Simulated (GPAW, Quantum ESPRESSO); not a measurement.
Consider In (I4/mmm).

```cif
data_structure
_symmetry_space_group_name_H-M 'P 1'
_symmetry_Int_Tables_number 1
_cell_length_a 3.3769
_cell_length_b 3.3769
_cell_length_c 3.3769
_cell_angle_alpha 122.453
_cell_angle_beta 122.453
_cell_angle_gamma 85.801
_cell_volume 26.14
loop_
_atom_site_label
_atom_site_type_symbol
_atom_site_fract_x
_atom_site_fract_y
_atom_site_fract_z
_atom_site_occupancy
In1 In 0.00000 0.00000 0.00000 1
```

Absorber: atom 1, with 4 In at 3.25 Å and 8 In at 3.38 Å (distorted cuboctahedral, site symmetry 4/mmm). Method: Quantum ESPRESSO XSpectra, LDA, excited-electron core hole (neutral cell), 6-atom cell with 5.7 Å between holes, 5×5×5 k points, dipole transitions, Lorentzian half width 3.96 eV.

Q: What does the In K edge look like?

Main maxima up to 30 eV above the zero (height): 4.7 eV (1.18) and 22.0 eV (1.04). A K edge sees empty p states on the absorber. 

The In K spectrum (energy from the energy zero of the input (xe0, at the border of filled and empty states); intensity scaled to a mean of 1 over the first 20 eV; the points at xe0, where the cut of filled states can leave a spike, are interpolated; polarised curves are means over the symmetry-equivalent atoms):

```
E (eV)  isotropic  ε ⊥ c  ε ∥ c
 -2.00       0.58   0.57   0.59
 -1.25       0.66   0.66   0.68
 -0.50       0.75   0.74   0.77
  0.25       0.84   0.83   0.87
  1.00       0.93   0.92   0.96
  1.75       1.02   1.01   1.05
  2.50       1.09   1.07   1.11
  3.25       1.14   1.13   1.17
  4.00       1.16   1.15   1.18
  4.75       1.18   1.17   1.19
  5.50       1.17   1.17   1.17
  6.25       1.15   1.15   1.14
  7.00       1.12   1.13   1.11
  7.75       1.09   1.10   1.07
  8.50       1.05   1.06   1.02
  9.25       1.01   1.03   0.99
 10.00       0.98   0.99   0.95
 10.75       0.95   0.96   0.92
 11.50       0.92   0.93   0.90
 12.25       0.90   0.90   0.89
 13.00       0.88   0.88   0.89
 13.75       0.88   0.87   0.89
 14.50       0.88   0.87   0.90
 15.25       0.89   0.88   0.91
 16.00       0.90   0.89   0.93
 16.75       0.92   0.90   0.95
 17.50       0.94   0.93   0.97
 18.25       0.96   0.95   0.99
 19.00       0.99   0.97   1.01
 19.75       1.01   1.00   1.03
 20.50       1.02   1.01   1.04
 21.25       1.03   1.03   1.04
 22.00       1.04   1.04   1.03
 22.75       1.03   1.03   1.01
 23.50       1.02   1.03   0.99
 24.25       1.00   1.01   0.97
 25.00       0.98   0.99   0.94
 25.75       0.95   0.97   0.92
 26.50       0.93   0.95   0.91
 27.25       0.92   0.92   0.90
 28.00       0.91   0.91   0.90
 28.75       0.90   0.89   0.90
 29.50       0.89   0.89   0.90
 30.25       0.89   0.89   0.90
 31.00       0.89   0.89   0.90
 31.75       0.89   0.89   0.89
```

XSpectra leaves a spike where filled states are cut (about half a line width round xe0); it is interpolated away in tables and plots. The holes are only 5.7 Å apart, so the shape is probably not converged with cell size; no larger cell was run here. Lifetime broadening is put in by hand, and intensities beyond about 20 eV depend on it and on the partial waves. The structure is a published determination, not relaxed.

[Banner, clock and machine lines of the logs are left out without a mark of their own.]

[Logs are printed without paths, hosts, clocks, repeated set-up lines and the standing remarks that a program may print on its own settings, such as how far it seeks lower states.]

[Hosts, paths, dates, database ids (printed as entryN), source tags and the programs' standing remarks are cut or masked in the printed files.]

[Lists of maxima count a maximum above −3 eV only where it reaches 4 % of the highest in the window and stands out from its surroundings by 2 % of it (1.5 % where it reaches 55 %); shoulders and weaker maxima are passed over, and of the rest the first, up to two pre-edge ones and the few strongest are named.]
